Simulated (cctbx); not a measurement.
## Solving a structure by charge flipping

Cell a = 4.1640 Å, b = 6.8440 Å, c = 10.5640 Å, α = 90.00°, β = 106.10°, γ = 90.00°; space group P2_1/c (no. 14); content Pr4 As4 P4.

The data are simulated with cctbx, not measured: synchrotron X-rays, λ = 0.6889 Å, to d = 0.77 Å, 70 % of the full sphere, strongest reflection 5000 counts, noise from counting, a 1.5 % proportional error and a noise floor of 2 counts (s.d.); no absorption, and some extinction, which the refinements don't model.

Charge flipping in P1 on normalised amplitudes to 0.77 Å, δ = 1 σ, 20 % of the reflections treated as weak, 150 cycles:

```text
cycle      R  skewness
    0  0.600     0.31
   12  0.465     1.34
   24  0.470     1.63
   36  0.472     1.64
   48  0.456     1.81
   60  0.473     1.91
   72  0.484     2.24
   84  0.473     4.31
   96  0.489     4.47
  108  0.498     4.16
  120  0.488     4.17
  132  0.490     4.22
  144  0.482     4.18
origin shift          correlation  skewness
 0.223  0.068  0.061      0.857      2.62
 0.382  0.082  0.212      0.848      2.85
 0.005  0.078  0.418      0.838      1.58
 0.168  0.085 -0.003      0.833      1.39
taken: symmetry correlation 0.848, skewness 2.85
peak      x       y       z  mult  height/sigma
Q1    0.4128  0.1811  0.1412    4     12.0
Q2    0.2426  0.6453  0.0551    4      6.3
Q3    0.0720  0.1735  0.8371    4      5.8
Q4    0.3176  0.6822  0.9130    4      4.3
Q5    0.0982  0.5625  0.9888    4      3.1
Q6    0.4375  0.6017  0.4905    4      2.9
Q7    0.3297  0.7167  0.4973    4      2.5
Q8    0.2106  0.5269  0.3858    4      2.4
```

The origin is taken among those within 0.04 of the best correlation, by the skewness of the map.

Run time: 0.45 s on 1 thread of Intel(R) Xeon(R) Platinum 8259CL CPU @ 2.50GHz (Skylake/Cascade Lake), with other jobs on the host, peak memory 0.08 GiB.

**Question.** Which peaks are atoms, and which elements?

Heights go roughly as Z and multiplicities must add up to the content. First model: Q1 = Pr1 (4 in the cell, height 12.0), Q2 = As1 (4 in the cell, height 6.3) and Q3 = P1 (4 in the cell, height 5.8). Against the true structure, Q1 is Pr, Q2 is As and Q3 is P; the other peaks are not atoms.

Least squares on F², isotropic:

```text
Rint 0.036, 653 unique reflections to 0.77 A
cycle     R1     wR2    GooF  max shift (A)
   1  0.3332  0.6372  14.101   0.22060
   2  0.0390  0.0859   1.902   0.00039
final R1 0.0390 wR2 0.0859 GooF 1.901  parameters 12  data/parameter 54.4
atom        x        y        z      Ueq    occ   su(xyz)  su(Uiso or U11)
Pr1    0.40881  0.18564  0.14179   0.0180  1.000  0.00016  0.0002
As1    0.22203  0.61980  0.04733   0.0169  1.000  0.00028  0.0003
P1     0.04822  0.14446  0.83476   0.0345  1.000  0.00102  0.0008
difference map: max 3.13 min -5.12 rms 0.45
Q1    0.5179  0.2031  0.1747    4    3.37  0.50 A from Pr1
Q2    0.2936  0.1918  0.1103    4    2.94  0.50 A from Pr1
Q3    0.3750  0.1111  0.1333    4    1.72  0.53 A from Pr1
Q4    0.4635  0.1798  0.0448    4    1.63  1.11 A from Pr1
Q5    0.2108  0.5267  0.0223    4    1.26  0.69 A from As1
```

Anisotropic refinement:

```text
Rint 0.036, 653 unique reflections to 0.77 A
cycle     R1     wR2    GooF  max shift (A)
   1  0.0390  0.0859   1.924   0.00374
   2  0.0200  0.0426   0.954   0.00000
final R1 0.0200 wR2 0.0426 GooF 0.954  parameters 27  data/parameter 24.2
atom        x        y        z      Ueq    occ   su(xyz)  su(Uiso or U11)
Pr1    0.40890  0.18564  0.14178   0.0178  1.000  0.00008  0.0002
As1    0.22213  0.61986  0.04730   0.0168  1.000  0.00014  0.0003
P1     0.04768  0.14465  0.83496   0.0351  1.000  0.00055  0.0011
difference map: max 0.98 min -0.87 rms 0.26
Q1    0.2684  0.2215  0.1618    4    1.00  0.72 A from Pr1
Q2    0.2044  0.1383  0.6115    4    0.95  1.46 A from Pr1
Q3    0.0614  0.6809  0.0696    4    0.95  0.87 A from As1
Q4    0.4665  0.5487  0.0892    4    0.87  1.10 A from As1
Q5    0.3640  0.2182  0.4051    4    0.84  1.62 A from P1
Q6    0.3140  0.5382  0.8294    4    0.84  2.09 A from P1
```

**Reading.** The refinement ends at R1 = 0.0200, wR2 = 0.0426, GooF = 0.95, with difference density between -0.87 and 0.98 e/Å³. Every site matches the true model in element, within 0.003 Å r.m.s., up to an allowed shift of origin.

True model:

```csv
atom,mult.,x,y,z,Ueq (Å²)
Pr1,4,0.9090,0.6856,0.1418,0.0181
As1,4,0.2778,0.6199,0.4527,0.0171
P1,4,0.4517,0.3557,0.1647,0.0353
```

The model was made for the exercise: a known structure type with other elements put in, its volume estimated, not relaxed; displacement parameters are assumed.

[Middle refinement cycles are left out of these outputs.]

[Logs are printed without paths, hosts, clocks, repeated set-up lines and the standing remarks that a program may print on its own settings, such as how far it seeks lower states.]
